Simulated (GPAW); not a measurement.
# Conductance along a series: segments of Ru in a W chain, part 2 of 2

Aim: how the conductance and the thermopower change along a series of junctions, segments of Ru in a W chain.

GPAW 26.7.0; GPAW LCAO, PAW setups; Landauer transmission from Green's functions with principal layers (ASE), zero bias.

So far, conductance (G₀): step 2 (junction, foreign atoms 1) 4.97; step 3 (16 atoms, foreign atoms 2) 4.68; step 4 (17 atoms, foreign atoms 3) 5.29.

### 5. Junction, 18 atoms: segment atoms = 4

System of this step: 4 Ru atoms in a W chain. The cell holds 18 atoms: 14 W and 4 Ru. Cell: a = 9.000 Å, b = 9.000 Å, c = 40.471 Å, α = 90.0°, β = 90.0°, γ = 90.0°. Regions: left lead, 7 atoms (7 W); channel, 4 atoms (4 Ru); right lead, 7 atoms (7 W). Vacuum lies along a and b. The structure is stacked along c, and the current runs across the ab planes.

Input file run.py:

```python
import json
import numpy as np
from ase import Atoms
from ase.transport.calculators import TransportCalculator
from gpaw import GPAW, FermiDirac
from gpaw.lcao.tools import get_lcao_hamiltonian
from scipy.linalg import eigh

# The junction with lead layers at both ends, along the third cell vector
device = Atoms(
    ['W', 'W', 'W', 'W', 'W', 'W', 'W', 'Ru', 'Ru', 'Ru', 'Ru', 'W', 'W', 'W', 'W', 'W', 'W', 'W'],
    positions=[
        [4.50000, 4.50000, 1.12500],
        [4.50000, 4.50000, 3.37500],
        [4.50000, 4.50000, 5.62500],
        [4.50000, 4.50000, 7.87500],
        [4.50000, 4.50000, 10.12500],
        [4.50000, 4.50000, 12.37500],
        [4.50000, 4.50000, 14.62500],
        [4.50000, 4.50000, 16.86060],
        [4.50000, 4.50000, 19.11060],
        [4.50000, 4.50000, 21.36060],
        [4.50000, 4.50000, 23.61060],
        [4.50000, 4.50000, 25.84620],
        [4.50000, 4.50000, 28.09620],
        [4.50000, 4.50000, 30.34620],
        [4.50000, 4.50000, 32.59620],
        [4.50000, 4.50000, 34.84620],
        [4.50000, 4.50000, 37.09620],
        [4.50000, 4.50000, 39.34620]],
    cell=[[9.0, 0.0, 0.0], [0.0, 9.0, 0.0], [0.0, 0.0, 40.4712]],
    pbc=True)

# One principal layer of the lead: the first 5 atoms of the device
lead = Atoms(
    ['W', 'W', 'W', 'W', 'W'],
    positions=[
        [4.50000, 4.50000, 1.12500],
        [4.50000, 4.50000, 3.37500],
        [4.50000, 4.50000, 5.62500],
        [4.50000, 4.50000, 7.87500],
        [4.50000, 4.50000, 10.12500]],
    cell=[[9.0, 0.0, 0.0], [0.0, 9.0, 0.0], [0.0, 0.0, 11.25]],
    pbc=True)

settings = dict(mode='lcao', basis='dzp', xc='RPBE', h=0.2,
                occupations=FermiDirac(0.1), maxiter=250,
                mixer=dict(beta=0.1, nmaxold=8, weight=100.0),
                convergence=dict(density=0.0001))
energies = np.arange(-3, 3 + 1e-9, 0.075)
eta = 0.0001
n1, n2 = 1, 1
# k and -k transmit alike, so half of the mesh across the current serves
mesh = [(i, j) for i in range(n1) for j in range(n2) if (i, j) <= (-i % n1, -j % n2)]
weights = np.array([1 if (i, j) == (-i % n1, -j % n2) else 2 for i, j in mesh]) / (n1 * n2)


def ground_state(atoms, size, txt):
    atoms.calc = GPAW(kpts={'size': size, 'gamma': True}, symmetry={'tolerance': 1e-3}, txt=txt, **settings)
    atoms.get_potential_energy()
    return atoms.calc.get_fermi_level()


def blocks(atoms, fermi, points, nz, cells):
    """H - E_F S and S between cell 0 and the cells above it, at each point across the current."""
    kz = np.arange(nz) / nz
    calc = atoms.calc.fixed_density(kpts=[(*k, z) for k in points for z in kz], symmetry='off', txt=None)
    H, S = get_lcao_hamiltonian(calc)
    H = (H - fermi * S).reshape(len(H), len(points), nz, *S.shape[1:])
    S = S.reshape(H.shape[1:])
    phases = [np.exp(-2j * np.pi * kz * R) / nz for R in cells]
    return [(np.einsum('skzij,z->ksij', H, p), np.einsum('kzij,z->kij', S, p)) for p in phases]


def pair(a, b):
    return np.block([[a, b], [b.T.conj(), a]])


def count_channels(h, s, cells, nk=240):
    """Half the number of times that the lead's bands cross each energy, unfolded to its shortest repeat."""
    b = len(h) // cells
    bands = []
    for k in (np.arange(nk + 1) + 0.5) / nk:
        hk, sk = h[:b, :b].copy(), s[:b, :b].copy()
        for R in range(1, cells):
            phase, block = np.exp(2j * np.pi * k * R), slice(R * b, (R + 1) * b)
            hk += h[:b, block] * phase + (h[:b, block] * phase).T.conj()
            sk += s[:b, block] * phase + (s[:b, block] * phase).T.conj()
        bands.append(eigh(hk, sk, eigvals_only=True))
    below = np.array(bands)[:, :, None] < energies
    return (below[1:] != below[:-1]).sum((0, 1)) / 2


fermi_lead = ground_state(lead, (1, 1, 10), 'lead.txt')
fermi_device = ground_state(device, (1, 1, 2), 'device.txt')
T, channels, eigen, tail, misfit, shifts = [], [], [], 0.0, 0.0, []
for first in range(0, len(mesh), 342):
    points = [(i / n1, j / n2) for i, j in mesh[first:first + 342]]
    (H0k, S0k), (H1k, S1k), (H2k, _) = blocks(lead, fermi_lead, points, 5, range(3))
    [(Hk, Sk)] = blocks(device, fermi_device, points, 2, [0])
    tail = max(tail, abs(H2k).max())
    for H0, S0, H1, S1, H, S in zip(H0k, S0k, H1k, S1k, Hk, Sk):
        n = len(S0)
        # Shift the lead onto the potential of the device's first layer
        shift = ((H[:, 0, 0] - H0[:, 0, 0]) / S0[0, 0]).real.mean()
        shifts.append(shift)
        misfit = max(misfit, abs(H[:, :n, :n] - H0 - shift * S0).max())
        Tk, Ck, Ek = [], [], []
        for s in range(len(H)):
            t = s % len(H0)  # a lead without moments serves both spins
            h1, s1 = pair(H0[t] + shift * S0, H1[t] + shift * S1), pair(S0, S1)
            leads = dict(h1=h1, s1=s1, energies=energies, eta=eta, eta1=eta, eta2=eta)
            calc = TransportCalculator(h=H[s], s=S, eigenchannels=3, **leads)
            Tk.append(calc.get_transmission())
            Ek.append(np.sort(calc.eigenchannels_ne, axis=0)[::-1])
            Ck.append(count_channels(h1, s1, 10))
        T.append(Tk)
        channels.append(Ck)
        eigen.append(Ek)
T, channels = np.array(T), np.array(channels)
mean, open_channels = np.einsum('kse,k->se', T, weights), np.einsum('kse,k->se', channels, weights)

print(f'basis functions: device {len(S)}, principal layer {n}')
print(f'Fermi level: lead {fermi_lead:.4f} eV, device {fermi_device:.4f} eV; lead shifted by {np.mean(shifts):.4f} eV')
print(f'largest coupling past the next layer {tail:.2e} eV, largest misfit of the first layer {misfit:.3f} eV')
print('  E-E_F (eV)   ' + 'T (one spin)  channels')
for e, t, c in zip(energies, mean.T, open_channels.T):
    print(f'{e:10.3f}  ', *[f'{x:11.4e}' for x in t], *[f'{x:9.4f}' for x in c])

kT = 8.617333e-5 * 200
fine = np.linspace(energies[0], energies[-1], 4001)
both = np.exp(np.interp(fine, energies, np.log(np.maximum(mean.sum(0) * 2 / len(mean), 1e-30))))
fermi = lambda mu: 1 / (1 + np.exp(np.clip((fine - mu) / kT, -200, 200)))
slope = fermi(0) * (1 - fermi(0)) / kT
G = np.trapezoid(both * slope, fine) / 2
seebeck = -np.trapezoid(both * slope * fine, fine) / (2 * G * 200) * 1e6
print(f'conductance at 200 K: {G:.5g} G0 a cell; thermopower {seebeck:.4g} uV/K')
bias = [0.1, 0.2, 0.5, 1.0, 1.5, 2.0]
current = [38.74 * np.trapezoid(both * (fermi(V / 2) - fermi(-V / 2)), fine) for V in bias]
for V, I in zip(bias, current):
    print(f'current from the zero-bias T(E) at {V} V: {I:.5g} uA')
zero = abs(energies).argmin()
json.dump(dict(energies=energies.tolist(), T=mean.tolist(), channels=open_channels.tolist(), G=G, seebeck=seebeck,
               bias=bias, current=current, tail=tail, misfit=misfit, shift=np.mean(shifts), n_device=len(S), n_lead=n,
               fermi=[fermi_lead, fermi_device], energy=device.get_potential_energy(),
               moments=device.get_magnetic_moments().tolist(), mesh=mesh, weights=weights.tolist(),
               T_k=T[:, :, zero].tolist(), eigen=np.array(eigen[0]).tolist()), open('result.json', 'w'))
```

On the command line:

```console
$ OMP_NUM_THREADS=1 OPENBLAS_NUM_THREADS=1 python run.py
```

The log of the run:

```text
basis functions: device 522, principal layer 145
Fermi level: lead -2.5811 eV, device -2.7349 eV; lead shifted by -0.0052 eV
largest coupling past the next layer 7.82e-06 eV, largest misfit of the first layer 0.030 eV
  E-E_F (eV)   T (one spin)  [channel counts left out]
    -3.000    2.5560e+00
    -2.925    2.5733e+00
    -2.850    2.5984e+00
[...]
2.925    9.2946e-01
     3.000    9.2528e-01
conductance at 200 K: 5.5213 G0 a cell; thermopower 1.905 uV/K
current from the zero-bias T(E) at 0.1 V: 42.347 uA
current from the zero-bias T(E) at 0.2 V: 82.783 uA
current from the zero-bias T(E) at 0.5 V: 190.21 uA
current from the zero-bias T(E) at 1.0 V: 354.9 uA
current from the zero-bias T(E) at 1.5 V: 520.79 uA
current from the zero-bias T(E) at 2.0 V: 656.2 uA
```

Wall time 4.4 min (1 thread of Arm Neoverse V2, shared host); peak memory 1.6 GiB.

One spin. The transmission, zone mean by energy, zero at the Fermi level:

```csv
energy (eV),"transmission, zone mean"
-3.00,2.56
-2.77,2.63
-2.55,2.71
-2.40,2.71
-2.17,2.89
-1.95,2.98
-1.73,2.97
-1.57,2.95
-1.35,2.92
-1.12,3.05
-0.90,3.66
-0.75,3.62
-0.60,5.44
-0.53,4.95
-0.30,4.50
-0.07,5.42
0.00,5.65
0.07,5.10
0.30,3.96
0.53,3.87
0.75,3.63
0.90,3.33
1.12,2.74
1.35,2.08
1.57,1.44
1.73,1.06
1.95,0.968
2.17,0.943
2.40,0.998
2.55,0.975
2.77,0.942
3.00,0.925
```

The conductance, 5.52 G₀, lies 4.3 % above that of the member before.

### 6. Member of the series, 19 atoms: segment atoms = 5

System of this step: 5 Ru atoms in a W chain. The cell holds 19 atoms: 14 W and 5 Ru. Cell: a = 9.000 Å, b = 9.000 Å, c = 42.721 Å, α = 90.0°, β = 90.0°, γ = 90.0°. Regions: left lead, 7 atoms (7 W); channel, 5 atoms (5 Ru); right lead, 7 atoms (7 W). Vacuum lies along a and b. The structure is stacked along c, and the current runs across the ab planes.

Edit run.py of step 5 so:

```diff
@@ -10,3 +10,3 @@
 device = Atoms(
-    ['W', 'W', 'W', 'W', 'W', 'W', 'W', 'Ru', 'Ru', 'Ru', 'Ru', 'W', 'W', 'W', 'W', 'W', 'W', 'W'],
+    ['W', 'W', 'W', 'W', 'W', 'W', 'W', 'Ru', 'Ru', 'Ru', 'Ru', 'Ru', 'W', 'W', 'W', 'W', 'W', 'W', 'W'],
     positions=[
@@ -23,3 +23,3 @@
         [4.50000, 4.50000, 23.61060],
-        [4.50000, 4.50000, 25.84620],
+        [4.50000, 4.50000, 25.86060],
         [4.50000, 4.50000, 28.09620],
@@ -29,4 +29,5 @@
         [4.50000, 4.50000, 37.09620],
-        [4.50000, 4.50000, 39.34620]],
-    cell=[[9.0, 0.0, 0.0], [0.0, 9.0, 0.0], [0.0, 0.0, 40.4712]],
+        [4.50000, 4.50000, 39.34620],
+        [4.50000, 4.50000, 41.59620]],
+    cell=[[9.0, 0.0, 0.0], [0.0, 9.0, 0.0], [0.0, 0.0, 42.7212]],
     pbc=True)
@@ -96,4 +97,4 @@
 T, channels, eigen, tail, misfit, shifts = [], [], [], 0.0, 0.0, []
-for first in range(0, len(mesh), 342):
-    points = [(i / n1, j / n2) for i, j in mesh[first:first + 342]]
+for first in range(0, len(mesh), 307):
+    points = [(i / n1, j / n2) for i, j in mesh[first:first + 307]]
     (H0k, S0k), (H1k, S1k), (H2k, _) = blocks(lead, fermi_lead, points, 5, range(3))
```

The log of the run:

```text
basis functions: device 551, principal layer 145
Fermi level: lead -2.5811 eV, device -2.7559 eV; lead shifted by 0.0073 eV
largest coupling past the next layer 7.82e-06 eV, largest misfit of the first layer 0.029 eV
  E-E_F (eV)   T (one spin)  [channel counts left out]
    -3.000    3.0835e+00
    -2.925    2.8875e+00
    -2.850    2.9050e+00
[...]
2.925    9.9922e-01
     3.000    9.9742e-01
conductance at 200 K: 5.1161 G0 a cell; thermopower -3.123 uV/K
current from the zero-bias T(E) at 0.1 V: 39.666 uA
current from the zero-bias T(E) at 0.2 V: 78.833 uA
current from the zero-bias T(E) at 0.5 V: 186.04 uA
current from the zero-bias T(E) at 1.0 V: 355 uA
current from the zero-bias T(E) at 1.5 V: 502.83 uA
current from the zero-bias T(E) at 2.0 V: 647.95 uA
```

Run time: 5 min. Hardware: 1 thread; peak memory 1.7 GiB.

The conductance, 5.12 G₀, lies 7.3 % below that of the member before.

### 7. Junction, 20 atoms: segment atoms = 6

System of this step: 6 Ru atoms in a W chain. The cell holds 20 atoms: 14 W and 6 Ru. Its edges and angles: a = 9.000 Å, b = 9.000 Å, c = 44.971 Å, α = 90.0°, β = 90.0°, γ = 90.0°. Regions: left lead, 7 atoms (7 W); channel, 6 atoms (6 Ru); right lead, 7 atoms (7 W). Vacuum lies along a and b. The structure is stacked along c, and the current runs across the ab planes.

Edit run.py of step 6 so:

```diff
@@ -10,3 +10,3 @@
 device = Atoms(
-    ['W', 'W', 'W', 'W', 'W', 'W', 'W', 'Ru', 'Ru', 'Ru', 'Ru', 'Ru', 'W', 'W', 'W', 'W', 'W', 'W', 'W'],
+    ['W', 'W', 'W', 'W', 'W', 'W', 'W', 'Ru', 'Ru', 'Ru', 'Ru', 'Ru', 'Ru', 'W', 'W', 'W', 'W', 'W', 'W', 'W'],
     positions=[
@@ -24,3 +24,3 @@
         [4.50000, 4.50000, 25.86060],
-        [4.50000, 4.50000, 28.09620],
+        [4.50000, 4.50000, 28.11060],
         [4.50000, 4.50000, 30.34620],
@@ -30,4 +30,5 @@
         [4.50000, 4.50000, 39.34620],
-        [4.50000, 4.50000, 41.59620]],
-    cell=[[9.0, 0.0, 0.0], [0.0, 9.0, 0.0], [0.0, 0.0, 42.7212]],
+        [4.50000, 4.50000, 41.59620],
+        [4.50000, 4.50000, 43.84620]],
+    cell=[[9.0, 0.0, 0.0], [0.0, 9.0, 0.0], [0.0, 0.0, 44.9712]],
     pbc=True)
@@ -97,4 +98,4 @@
 T, channels, eigen, tail, misfit, shifts = [], [], [], 0.0, 0.0, []
-for first in range(0, len(mesh), 307):
-    points = [(i / n1, j / n2) for i, j in mesh[first:first + 307]]
+for first in range(0, len(mesh), 277):
+    points = [(i / n1, j / n2) for i, j in mesh[first:first + 277]]
     (H0k, S0k), (H1k, S1k), (H2k, _) = blocks(lead, fermi_lead, points, 5, range(3))
```

The log of the run:

```text
basis functions: device 580, principal layer 145
Fermi level: lead -2.5811 eV, device -2.8019 eV; lead shifted by 0.0015 eV
largest coupling past the next layer 7.82e-06 eV, largest misfit of the first layer 0.031 eV
  E-E_F (eV)   T (one spin)  [channel counts left out]
    -3.000    2.9401e+00
    -2.925    2.8576e+00
    -2.850    2.7721e+00
[...]
2.925    9.2913e-01
     3.000    9.4680e-01
conductance at 200 K: 4.9147 G0 a cell; thermopower 0.5482 uV/K
current from the zero-bias T(E) at 0.1 V: 38.398 uA
current from the zero-bias T(E) at 0.2 V: 77.917 uA
current from the zero-bias T(E) at 0.5 V: 192.02 uA
current from the zero-bias T(E) at 1.0 V: 354.08 uA
current from the zero-bias T(E) at 1.5 V: 508.02 uA
current from the zero-bias T(E) at 2.0 V: 638.77 uA
```

Elapsed: 5 min, on 1 thread; peak memory 1.8 GiB.

One spin. The transmission, zone mean by energy, zero at the Fermi level:

```
energy (eV)  transmission, zone mean
    -3.0000                     2.94
    -2.7750                     2.70
    -2.4750                     2.58
    -2.2500                     2.64
    -2.0250                     2.87
    -1.7250                     2.96
    -1.5000                     2.88
    -1.2750                     2.79
    -1.0500                     3.69
    -0.9750                     3.41
    -0.7500                     3.38
    -0.6000                     5.50
    -0.5250                     5.35
    -0.2250                     5.39
    -0.1500                     5.67
     0.0000                     4.82
     0.2250                     3.66
     0.5250                     3.35
     0.7500                     3.29
     0.9750                     3.55
     1.1250                     3.76
     1.2750                     3.45
     1.5000                     1.87
     1.7250                    0.985
     2.0250                    0.990
     2.2500                    0.994
     2.4750                    0.814
     2.7750                    0.890
     3.0000                    0.947
```

The conductance, 4.91 G₀, lies 3.9 % below that of the member before.

### 8. Comparing the runs

Times are for 1 thread of Arm Neoverse V2, shared host. The runs compared:

```csv
no.,foreign atoms,conductance (G₀),time,memory (GiB)
1,1,4.965,3.2 min,1.4
2,2,4.678,3.7 min,1.4
3,3,5.294,3.8 min,1.5
4,4,5.521,4.4 min,1.6
5,5,5.116,5 min,1.7
6,6,4.915,5 min,1.8
```

The runs together. Transmission, zone mean against energy, zero at the Fermi level:

```
energy (eV)      1      2      3      4      5      6
      -3.00   2.50   2.82   2.91   2.56   3.08   2.94
      -2.77   2.58   2.89   2.80   2.63   2.93   2.70
      -2.55   2.59   2.89   2.74   2.71   2.91   2.60
      -2.25   2.48   3.11   2.59   2.84   3.38   2.64
      -2.02   3.17   2.98   2.58   2.96   1.42   2.87
      -1.80   3.27   3.11   2.62   2.98   2.66   2.97
      -1.57   3.33   3.16   2.70   2.95   2.65   2.91
      -1.35   3.37   3.18   2.82   2.92   2.76   2.81
      -1.05   3.42   3.32   3.12   3.22   3.43   3.69
      -0.82   3.44   3.44   3.54   3.69   3.66   3.27
      -0.60   4.02   5.25   4.33   5.44   4.03   5.50
      -0.38   4.59   4.99   5.17   4.47   5.48   4.71
      -0.15   4.92   4.83   5.86   4.97   4.97   5.67
       0.00   4.97   4.69   5.31   5.65   5.09   4.82
       0.15   4.90   4.34   4.45   4.39   4.22   4.89
       0.38   4.61   3.81   3.73   3.92   3.45   3.45
       0.60   4.22   3.37   3.40   3.81   3.58   3.31
       0.82   3.91   3.06   3.07   3.50   3.78   3.34
       1.05   3.64   2.79   2.71   2.95   3.57   3.68
       1.35   3.39   2.40   2.19   2.08   2.40   3.01
       1.57   3.00   2.04   1.73   1.44   1.54   1.45
       1.80   1.63   1.32   1.24   1.02   1.06  0.972
       2.02   1.53   1.16   1.13  0.954  0.944  0.990
       2.25   1.36  0.912   1.01  0.945  0.844  0.994
       2.55  0.988  0.784  0.778  0.975  0.922  0.831
       2.77  0.999  0.934  0.851  0.942  0.991  0.890
       3.00  0.993  0.981  0.900  0.925  0.997  0.947
```

The runs together. Table of current through one cell, from the zero-bias transmission by bias:

| bias (V) | 1 (mA) | 2 (mA) | 3 (mA) | 4 (mA) | 5 (mA) | 6 (mA) |
| --- | --- | --- | --- | --- | --- | --- |
| 0.100 | 0.0385 | 0.0362 | 0.0410 | 0.0423 | 0.0397 | 0.0384 |
| 0.200 | 0.0768 | 0.0723 | 0.0817 | 0.0828 | 0.0788 | 0.0779 |
| 0.500 | 0.190 | 0.178 | 0.200 | 0.190 | 0.186 | 0.192 |
| 1.000 | 0.368 | 0.349 | 0.373 | 0.355 | 0.355 | 0.354 |
| 1.500 | 0.526 | 0.509 | 0.519 | 0.521 | 0.503 | 0.508 |
| 2.000 | 0.667 | 0.634 | 0.644 | 0.656 | 0.648 | 0.639 |

### 9. Other settings

One more run, with changed settings.

System of this step: 4 Ru atoms in a W chain. The cell holds 18 atoms: 14 W and 4 Ru. Cell: a = 9.000 Å, b = 9.000 Å, c = 40.471 Å, α = 90.0°, β = 90.0°, γ = 90.0°. Regions: left lead, 7 atoms (7 W); channel, 4 atoms (4 Ru); right lead, 7 atoms (7 W). Vacuum lies along a and b. The structure is stacked along c, and the current runs across the ab planes.

Edit run.py of step 7 so:

```diff
@@ -10,3 +10,3 @@
 device = Atoms(
-    ['W', 'W', 'W', 'W', 'W', 'W', 'W', 'Ru', 'Ru', 'Ru', 'Ru', 'Ru', 'Ru', 'W', 'W', 'W', 'W', 'W', 'W', 'W'],
+    ['W', 'W', 'W', 'W', 'W', 'W', 'W', 'Ru', 'Ru', 'Ru', 'Ru', 'W', 'W', 'W', 'W', 'W', 'W', 'W'],
     positions=[
@@ -23,4 +23,4 @@
         [4.50000, 4.50000, 23.61060],
-        [4.50000, 4.50000, 25.86060],
-        [4.50000, 4.50000, 28.11060],
+        [4.50000, 4.50000, 25.84620],
+        [4.50000, 4.50000, 28.09620],
         [4.50000, 4.50000, 30.34620],
@@ -29,6 +29,4 @@
         [4.50000, 4.50000, 37.09620],
-        [4.50000, 4.50000, 39.34620],
-        [4.50000, 4.50000, 41.59620],
-        [4.50000, 4.50000, 43.84620]],
-    cell=[[9.0, 0.0, 0.0], [0.0, 9.0, 0.0], [0.0, 0.0, 44.9712]],
+        [4.50000, 4.50000, 39.34620]],
+    cell=[[9.0, 0.0, 0.0], [0.0, 9.0, 0.0], [0.0, 0.0, 40.4712]],
     pbc=True)
@@ -47,4 +45,4 @@
 
-settings = dict(mode='lcao', basis='dzp', xc='RPBE', h=0.2,
-                occupations=FermiDirac(0.1), maxiter=250,
+settings = dict(mode='lcao', basis='dzp', xc='PBE0', h=0.2,
+                occupations=FermiDirac(0.1), maxiter=50,
                 mixer=dict(beta=0.1, nmaxold=8, weight=100.0),
@@ -98,4 +96,4 @@
 T, channels, eigen, tail, misfit, shifts = [], [], [], 0.0, 0.0, []
-for first in range(0, len(mesh), 277):
-    points = [(i / n1, j / n2) for i, j in mesh[first:first + 277]]
+for first in range(0, len(mesh), 342):
+    points = [(i / n1, j / n2) for i, j in mesh[first:first + 342]]
     (H0k, S0k), (H1k, S1k), (H2k, _) = blocks(lead, fermi_lead, points, 5, range(3))
```

The log of the run:

```text
gpaw.dft.LegacyGPAWError
```

Run time: 0.82 s. Hardware: 1 thread; peak memory 0.18 GiB.

The input was rejected at the start.

The fault put into the input: an unknown or unserved functional (xc = "PBE0").

### 10. Outcome

| Property | Result |
| --- | --- |
| conductance, first and last member | 4.97 and 4.91 G₀ |
| largest and smallest | 5.52 and 4.68 G₀ |

In words: As the number of foreign atoms goes from 1 to 6, the conductance goes from 4.97 to 4.91 G₀. The conductance does not change monotonically along the series. The geometry was built from estimated bond lengths and not relaxed, so the numbers describe this model structure. The run had no spin polarisation, so a magnetic state, which chains and small molecules with open shells often have, wasn't tested. Spin-orbit coupling is left out, which matters for the heavy atoms here. An evenly spaced straight chain is an idealisation: free chains tend to dimerise, zigzag or, where a band edge lies near the Fermi level, turn magnetic. The currents use the zero-bias T(E) throughout, which holds only while the bias is small against the distance to the nearest feature. The thermopower isn't quoted: it samples T(E) farther from the Fermi level than the conductance does, and the energy grid wasn't tested for it. The energy step is wider than the thermal energy, so the conductance and thermopower rest on interpolation of T(E).

[Logs are printed without paths, hosts, clocks, repeated set-up lines and the standing remarks that a program may print on its own settings, such as how far it seeks lower states.]

[Hosts, paths, dates, database ids (printed as entryN), source tags and the programs' standing remarks are cut or masked in the printed files.]
